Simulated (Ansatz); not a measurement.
**MoSi2As4 monolayer in a perpendicular field**

What dipole does a perpendicular field induce in the MoSi2As4 monolayer, and does the gap follow? A positive field points along +c.

Method: plane-wave DFT, PBE-D3(BJ), Ansatz PAW (set soft_1); PAW set soft_1, in Ansatz 0.2.0.

This is a report of a sequence of runs, with most program output left out.

## 1. The starting structure

The cell holds 7 atoms: 4 As, 2 Si and 1 Mo. Its edges and angles: a = 3.630 Å, b = 3.630 Å, c = 48.810 Å, α = 90.0°, β = 90.0°, γ = 120.0°. Vacuum lies along c.

## 2. Relaxation

The starting cell is a guess, so the in-plane lattice and the atoms are relaxed first, with the slab cut off from its images along the normal.

The input, input.yaml:

```yaml
crystal:
  lattice:
    - [3.63, 0.0, 0.0]
    - [-1.815, 3.1436722157, 0.0]
    - [0.0, 0.0, 48.8102614466]
  atoms:
    - { symbol: As, position: [0.0, 0.0, 0.4087255304] }
    - { symbol: Si, position: [0.3333333333, 0.6666666667, 0.4243364103] }
    - { symbol: As, position: [0.3333333333, 0.6666666667, 0.4700235247] }
    - { symbol: Mo, position: [0.0, 0.0, 0.5] }
    - { symbol: As, position: [0.3333333333, 0.6666666667, 0.5299764753] }
    - { symbol: Si, position: [0.3333333333, 0.6666666667, 0.5756635897] }
    - { symbol: As, position: [0.0, 0.0, 0.5912744696] }
  periodic: [true, true, false]
kpoints:
  mp_grid: { grid: [12, 12, 1] }
hamiltonian:
  xc: pbe
  dispersion: d3bj
  pseudopotentials: { kind: paw, azcp: { folder: soft_1 } }
scf:
  occupations: { method: fermi_dirac, width: 0.05 }
  convergence: { dr2_threshold: 1.0e-09 }
relax:
  f_tol: 0.004
  max_steps: 90
  cell: {}
output:
  write_potential: true
  write_density: true
  volumetric_format: npy
```

On the command line:

```console
$ ansatz run input.yaml --threads 4 --pin off --max-ram 6144MiB --backend cpu --events-out ev --progress --plain --runs-dir out
```

Elapsed: 1.9 min, on 4 threads of Arm Neoverse V2, shared host; peak memory 1.2 GiB; 7.5 min of CPU time.

The steps of the relaxation:

```tsv
step	energy less that of the first step (eV)	largest force component (eV/Å)	volume (Å³)
1	0.0000	3.1401	557.00
2	-1.0089	1.4149	553.35
3	-1.3393	0.4897	545.79
4	-1.4101	0.1475	535.64
5	-1.4113	0.0394	535.12
6	-1.4114	0.0040	535.53
7*	-1.4107	0.0042	535.53
8	-1.4107	0.0008	535.53
9*	-1.4107	0.0008	535.53
```

Relaxation steps marked * repeat the geometry before them on a plane-wave basis chosen anew for their cell, so energy and pressure can jump there.

Forces are held to the 12 operations that the run works with; a distortion that breaks them can't arise in this run.

```tsv
cell as run	before	after	change
a (Å)	3.630	3.559	-1.9 %
b (Å)	3.630	3.559	-1.9 %
```

The atoms that moved most (Å, along periodic axes as changes of fractional coordinates times the final cell, across vacuum about the mean position):

```tsv
atom	dx	dy	dz	length
As1	0.000	0.000	-0.518	0.518
As7	0.000	0.000	0.518	0.518
Si2	0.000	0.000	-0.149	0.149
Si6	0.000	0.000	0.149	0.149
As3	0.000	0.000	-0.038	0.038
As5	0.000	0.000	0.038	0.038
```

The relaxed structure:

```cif
data_structure
_symmetry_space_group_name_H-M 'P 1'
_symmetry_Int_Tables_number 1
_cell_length_a 3.5593
_cell_length_b 3.5593
_cell_length_c 48.8103
_cell_angle_alpha 90.000
_cell_angle_beta 90.000
_cell_angle_gamma 120.000
_cell_volume 535.53
loop_
_atom_site_label
_atom_site_type_symbol
_atom_site_fract_x
_atom_site_fract_y
_atom_site_fract_z
_atom_site_occupancy
As1 As 0.00000 0.00000 0.39812 1
Si2 Si 0.33333 0.66667 0.42128 1
As3 As 0.33333 0.66667 0.46925 1
Mo4 Mo 0.00000 0.00000 0.50000 1
As5 As 0.33333 0.66667 0.53075 1
Si6 Si 0.33333 0.66667 0.57872 1
As7 As 0.00000 0.00000 0.60188 1
```

The lattice constant a goes from 3.630 to 3.559 Å.

## 3. Atoms held, field 0

A sawtooth potential applies the field, turning back in the middle of the vacuum. With the dipole correction the typed value is the field outside the slab. The induced dipole is small, so the SCF threshold is tight.

The cell differs from the one that the last finished run ended in (c 48.810 → 27.946 Å).

The input, input.yaml:

```yaml
crystal:
  lattice:
    - [3.5593460115, 0.0, 0.0]
    - [-1.7796730058, 3.0824840669, 0.0]
    - [0.0, 0.0, 27.9455490763]
  atoms:
    - { symbol: As, position: [0.0, 0.0, 0.3220548637] }
    - { symbol: Si, position: [0.3333333333, 0.6666666667, 0.3625038742] }
    - { symbol: As, position: [0.3333333333, 0.6666666667, 0.4462999012] }
    - { symbol: Mo, position: [0.0, 0.0, 0.5] }
    - { symbol: As, position: [0.3333333333, 0.6666666667, 0.5537000988] }
    - { symbol: Si, position: [0.3333333333, 0.6666666667, 0.6374961258] }
    - { symbol: As, position: [0.0, 0.0, 0.6779451363] }
kpoints:
  mp_grid: { grid: [18, 18, 1] }
  band_path:
    path: [[0, 0, 0], [0.5, 0, 0], [0.33333333, 0.33333333, 0], [0, 0, 0]]
    npoints: 16
hamiltonian:
  xc: pbe
  dispersion: d3bj
  pseudopotentials: { kind: paw, azcp: { folder: soft_1 } }
scf:
  occupations: { method: fermi_dirac, width: 0.02585 }
  convergence: { dr2_threshold: 1.0e-10 }
efield:
  axis: 3
  dipole_correction: true
  ramp_position: 0.97
  ramp_width: 0.06
  amplitude: 0
output:
  dos: { projected: true, e_range: [-6, 5] }
  write_potential: true
  write_density: true
  volumetric_format: npy
  elf: true
```

The job ended after 27 s (4 threads; peak memory 1 GiB; 1.7 min of CPU time).

Numbers from this step:

| Quantity | Value |
| --- | --- |
| dipole along the normal | 4.38e-7 e·Å |
| gap along the path | 0.8431 eV |
| smallest direct gap along the path | 0.8431 eV |
| ionisation energy, upper face | 4.955 eV |
| electron affinity, upper face | 4.112 eV |
| gap, the smaller of path and mesh | 0.8431 eV |

Running mean over a fixed 2.8 Å (it still follows the layers) of the planar mean; the ramp of the sawtooth is left out. The electron's electrostatic potential energy less the Fermi level by z:

```tsv
z (Å)	electron's electrostatic potential energy less the Fermi level (eV)
3.5	4.54
4.0	4.54
4.5	4.54
5.0	4.54
5.5	4.52
6.0	4.48
6.5	4.29
7.0	3.54
7.5	2.26
8.0	0.742
8.5	-1.65
9.0	-3.77
9.5	-5.02
10.0	-4.61
10.5	-4.18
11.0	-3.40
11.5	-2.21
12.0	-2.17
12.5	-3.98
13.0	-6.54
13.5	-7.70
14.0	-8.01
14.5	-7.62
15.0	-6.33
15.5	-3.69
16.0	-2.09
16.5	-2.30
17.0	-3.55
17.5	-4.21
18.0	-4.69
18.5	-4.98
19.0	-3.56
19.5	-1.39
20.0	0.940
20.5	2.40
21.0	3.66
21.5	4.33
22.0	4.49
22.5	4.53
23.0	4.54
23.5	4.54
24.0	4.54
24.5	4.54
```

The density of states has structure finer than the step of the table below, so its rows give means over 0.25 eV, whole bins alone (the curve runs from -6 to 2.41 eV). Peaks (eV: height): -4.810: 9.75, -4.650: 9.90, -3.050: 10.00, -2.550: 9.41, -2.360: 9.18, -2.060: 10.6, -1.920: 9.37.

Density of states against energy, zero at the Fermi level of the run, which the smearing sets inside the gap; means over each step:

```tsv
energy (eV)	density of states (states/eV a cell)
-5.75	1.20
-5.50	0.442
-5.25	4.75
-5.00	2.43
-4.75	5.06
-4.50	3.51
-4.25	3.51
-4.00	3.34
-3.75	4.13
-3.50	3.45
-3.25	3.62
-3.00	5.88
-2.75	6.06
-2.50	6.62
-2.25	5.19
-2.00	8.01
-1.75	5.97
-1.50	4.88
-1.25	3.06
-1.00	4.23
-0.75	2.69
-0.50	0.782
-0.25	0
0.00	0
0.25	0
0.50	0.915
0.75	1.96
1.00	3.36
1.25	5.59
1.50	4.92
1.75	5.84
2.00	4.15
2.25	4.93
```

Projected DOS per atom over height of the atomic layer and energy from the Fermi level. Layers: As Si As Mo As Si As from below.

Ten even steps from '0' (0.00 states/eV) to '9' (2.56 states/eV), each cell a mean:
```
2223222
1225221
2215122
1119111
0004000
0000000
0000000
0001000
0017100
1016101
2135312
5147415
3125213
4234324
2123212
1112111
2112112
1122211
1232321
1121211
0111110
0000000
```
Columns: height of the atomic layer (Å) from 9 to 18.9 (not evenly spaced); rows upwards: energy from the Fermi level (eV) from -5.96 to 2.41.

Electronic bands along the path, in eV, zero at the Fermi level of the run, which the smearing sets inside the gap:

```tsv
point	band 38	band 39	band 40	band 41	band 42	band 43	band 44	band 45
Γ	-0.79	-0.74	-0.74	-0.60	2.44	2.44	2.55	2.57
halfway	-1.78	-1.72	-1.65	-1.05	1.28	1.49	2.03	2.10
M	-2.36	-2.22	-1.51	-0.82	1.11	1.12	1.25	1.27
halfway	-2.42	-2.03	-1.63	-0.77	0.64	0.94	1.60	2.10
K	-3.04	-1.99	-1.26	-0.42	0.43	0.76	1.18	1.74
halfway	-2.09	-1.86	-1.54	-1.10	1.36	1.58	1.79	2.84
Γ	-0.79	-0.74	-0.74	-0.60	2.44	2.44	2.55	2.57
```

Electrostatic potential energy in the ca plane at fractional y = 0.667, with atoms of Si and As within 0.2 Å of it. With pseudopotentials it is smooth inside the atoms' cores, unlike the true potential.

Ten even steps from '0' (-23 eV) to '9' (7 eV), each cell a mean:
```
99999999999999999998667888999998865568899999
99999999999999999997657889999998864568999999
99999999999999999998777778899888876678888998
99999999999999999999876435787433577775335787
99999999999999999999872000474376268852663463
99999999999999999999860140152799448735996351
99999999999999999999860010262699358744994361
99999999999999999999874102675233378863333675
99999999999999999998877667888766777777667888
```
Columns run along c (16.0 Å, from fractional 0.06 to 0.63 of the cell; values clipped at the 3rd and 97th percentile), rows up along a (3.6 Å). Atoms in or near the plane, at fractional coordinates: Si at (0.36, 0.33), As at (0.45, 0.33), As at (0.55, 0.33).

ELF in the ca plane at fractional y = 0.667, with atoms of Si and As within 0.2 Å of it. It is the smooth field of the valence electrons, not physical close to the nuclei.

Ten even steps from '0' (0.00) to '9' (0.88), each cell a mean:
```
00000000000000014677666653101344212212442111
00000000000000024687666542000122112211221001
00000000000000013567667764223466422224664222
00000000000000000234578876666677742257776666
00000000000000000001357645897534653366436798
00000000000000000000243356997301452354104899
00000000000000000001245445997412553355114899
00000000000000000012468866777666753367666777
00000000000000001355678875434677632246776434
```
Columns run along c (16.0 Å, from fractional 0.06 to 0.63 of the cell), rows up along a (3.6 Å). Atoms in or near the plane, at fractional coordinates: Si at (0.36, 0.33), As at (0.45, 0.33), As at (0.55, 0.33).

Valence density in the ca plane at fractional y = 0.667, with atoms of Si and As within 0.2 Å of it. It is the smooth field of the valence electrons, not physical close to the nuclei.

Values in e/Å³, 5 rows by 16 columns, each cell a mean:
```
 0  0  0  0  0  0  0  0  0  0  0  0  0  0  0  0
 0  0  0  0  0  0  0  0  0  0  0  0  0  0  0  0
 0  0  0  0  0  0  1  7  0  1  7  0  0  0  0  0
 0  0  0  0  0  0  1 16  0  1 16  1  0  0  0  0
 0  0  0  0  0  0  0  1  0  0  1  0  0  0  0  0
```
Columns run along c (16.0 Å, from fractional 0.19 to 0.76 of the cell), rows up along a (3.6 Å). Atoms in or near the plane, at fractional coordinates: Si at (0.36, 0.33), As at (0.45, 0.33), As at (0.55, 0.33), Si at (0.64, 0.33).

The gap is 0.84 eV, with the valence edge 4.96 eV and the conduction edge 4.11 eV under the upper vacuum level.

## 4. Atoms held, field 0.1 V/Å

Edit input.yaml of step 3 so:

```diff
@@ -28,7 +28,6 @@
   dipole_correction: true
-  ramp_position: 0.97
-  ramp_width: 0.06
-  amplitude: 0
+  ramp_position: 0.9603
+  ramp_width: 0.0794
+  amplitude: 0.1
 output:
-  dos: { projected: true, e_range: [-6, 5] }
   write_potential: true
@@ -36,2 +35 @@
   volumetric_format: npy
-  elf: true
```

The job ended after 26 s (4 threads; peak memory 0.97 GiB).

The dipole is 0.0726 e·Å, and the gap 0.843 eV.

## 5. Single point, field -0.1 V/Å

Edit input.yaml of step 4 so:

```diff
@@ -30,3 +30,3 @@
   ramp_width: 0.0794
-  amplitude: 0.1
+  amplitude: -0.1
 output:
```

It took 26 s on 4 threads; peak memory 0.98 GiB.

The dipole is -0.0726 e·Å, and the gap 0.843 eV.

## 6. Response, atoms held

This step: plane-wave DFT, PBE-D3(BJ), Ansatz PAW (set soft_1); response to a field along the normal, atoms held; PAW set soft_1 (Ansatz 0.2.0).

The dipoles give the slope, and the difference of two potentials shows where the field is screened.

Numbers from this step:

```yaml
equivalent_conductor_thickness_p_eps_0ae: 11.97 Å
distance_between_the_outer_atoms: 9.946 Å
```

The dipole of the cell by applied field:

```tsv
applied field (V/Å)	dipole of the cell (e·Å)
-0.1000	-0.0726
0.0000	4.4e-7
0.1000	0.0726
```

Local field over the applied field, running mean. From the potentials at -0.1 and 0.1 V/Å; running mean over 2.5 Å. Local field over applied field against z:

```tsv
z (Å)	local field over applied field
4.5	0.998
5.0	0.994
5.5	0.982
6.0	0.952
6.5	0.885
7.0	0.761
7.5	0.592
8.0	0.413
8.5	0.241
9.0	0.110
9.5	0.0570
10.0	0.0532
10.5	0.0615
11.0	0.0794
11.5	0.0856
12.0	0.0683
12.5	0.0522
13.0	0.0438
13.5	0.0347
14.0	0.0312
14.5	0.0356
15.0	0.0448
15.5	0.0535
16.0	0.0705
16.5	0.0860
17.0	0.0774
17.5	0.0601
18.0	0.0528
18.5	0.0591
19.0	0.121
19.5	0.259
20.0	0.433
20.5	0.611
21.0	0.777
21.5	0.895
22.0	0.957
22.5	0.984
23.0	0.994
23.5	0.998
```

The induced electron density oscillates, so the rows of the table below give means over windows of 1 Å about each position, cut where the curve ends. Its maxima inside the range that stand out by 2 % of the span (Å: e/Å³ per V/Å): 7.9: 0.00357, 11.1: 4.9e-4, 12.4: 7.6e-4, 14.7: 3.3e-4, 16.2: 1.1e-4, 17.8: 0.00146. Its minima: 10.2: -0.00146, 11.8: -1.1e-4, 13.2: -3.3e-4, 15.6: -7.6e-4, 16.9: -4.9e-4, 20.1: -0.00357.

Electrons, planar mean, per unit field. Table of induced electron density by z; means over each step:

```tsv
z (Å)	induced electron density (e/Å³ per V/Å)
5	3.5e-5
6	2.7e-4
7	0.00153
8	0.00298
9	7.7e-4
10	-6.7e-4
11	1.4e-4
12	3.0e-4
13	-3.6e-5
14	9.5e-6
15	-7.8e-6
16	-2.8e-4
17	-7.4e-5
18	5.9e-4
19	-8.1e-4
20	-0.00305
21	-0.00141
22	-2.4e-4
23	-3.1e-5
```

The smaller of the gaps on the path and on the k-mesh, counted as 0 under 0.03 eV. The gap stays at 0.843 eV for applied field from -0.1 to 0.1 V/Å.

By hand: between -0.1 and 0.1 V/Å the dipole changes by 0.1451 e·Å, a slope of 0.7257 e·Å²/V. A perfect conductor of thickness t has p = ε₀AEt, so t = 180.95 × 0.7257 / 10.972 = 11.97 Å (e/ε₀ = 180.95 V·Å, A in Å²).

The induced dipole is that of a conductor 11.97 Å thick.

## 7. What came out

- gap without field: 0.843 eV
- ionisation energy, upper face: 4.96 eV
- electron affinity, upper face: 4.11 eV
- equivalent conductor thickness, atoms held: 12.0 Å

What this shows: The induced dipole equals that of a perfect conductor 11.97 Å thick, while the outer atoms lie 9.95 Å apart; an out-of-plane ε follows only once a thickness t is chosen, by 1 − 1/ε = 11.97 Å / t. The gap stays within 0.01 eV of 0.84 eV over the fields run, up to 0.1 V/Å in size. Semilocal functionals give gaps that are too small, and excitons are not included. Spin-orbit coupling is left out, which matters for the bands of elements this heavy. The outer anions sit over the metal atoms, one of several polytypes of such layers and not the lowest for every compound.

[Logs are printed without paths, hosts, clocks, repeated set-up lines and the standing remarks that a program may print on its own settings, such as how far it seeks lower states.]

[Hosts, paths, dates, database ids (printed as entryN), source tags and the programs' standing remarks are cut or masked in the printed files.]

[Maps of the electrostatic potential energy from Ansatz leave out the sawtooth potential of an applied field or a dipole correction, so their vacuum need not be flat; planar profiles and work functions include it.]

[The density of states shown here was stored with 400 of the rows of the run's finer table, so its peaks can read low, often by over a quarter, or be missed, and its means over a window can be off by a tenth or more.]
